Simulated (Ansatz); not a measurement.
## TiCo (Pm-3m): Drude plasma energy against volume

The cell of TiCo (Pm-3m) is scaled evenly and the response computed anew at each volume, on one mesh.

Cell: a, b, c = 2.986, 2.986, 2.986 Å (primitive vectors), 2 atoms.

Method: Ansatz 0.2.0, PBEsol, independent particles, k-mesh 14×14×14 with interpolation inside its cells, Gaussian parameter 0.1 eV.

Launch of the response step: `ansatz run input.yaml --threads 4 --pin off --max-ram 8192MiB --backend cpu --events-out ev --progress --plain --runs-dir out`. The series took 4.0 min in all, on 4 threads of Intel(R) Xeon(R) Processor @ 2.50GHz (Skylake/Cascade Lake), on a shared host.

| V/V₀ | V (Å³, primitive cell) | Drude plasma energy (eV) |
| --- | --- | --- |
| 0.94 | 25.03 | 6.004 |
| 0.96 | 25.56 | 5.900 |
| 0.98 | 26.09 | 5.800 |
| 1.00 | 26.63 | 5.704 |
| 1.02 | 27.16 | ? |
| 1.04 | 27.69 | 5.521 |
| 1.06 | 28.22 | 5.434 |

For small changes the quantity should be close to linear in ln V.

Working, on the rows shown:

| x = ln(V/V₀) | y = Drude plasma energy |
| --- | --- |
| -0.0618754 | 6.004 |
| -0.040822 | 5.9 |
| -0.0202027 | 5.8 |
| 0 | 5.704 |
| 0.0392207 | 5.521 |
| 0.0582689 | 5.434 |

Means: x̄ = -0.0042351, ȳ = 5.7272. Σ(x − x̄)(y − ȳ) = -0.05082, Σ(x − x̄)² = 0.01073. Slope = -0.05082 / 0.01073 = -4.737; intercept = ȳ − slope · x̄ = 5.7071. The line misses the rows shown by at most 0.0038 eV.

**Question.** Fill in the last column of the withheld row.

**Answer.** At x = 0.019803 the line gives y = 5.6133 eV. The run gave 5.611 eV, so the interpolation is off by 0.0023 eV, 0.4 % of the range in the table.

Between the rows on either side of x = 0 the slope is (5.611 − 5.8) / (0.019803 − (-0.020203)) = -4.724. So d ln ωp/d ln V = -0.83; free electrons would give −0.50. The values come from a sum over the points of one k-mesh and carry its error, which is largest for Fermi-surface quantities.
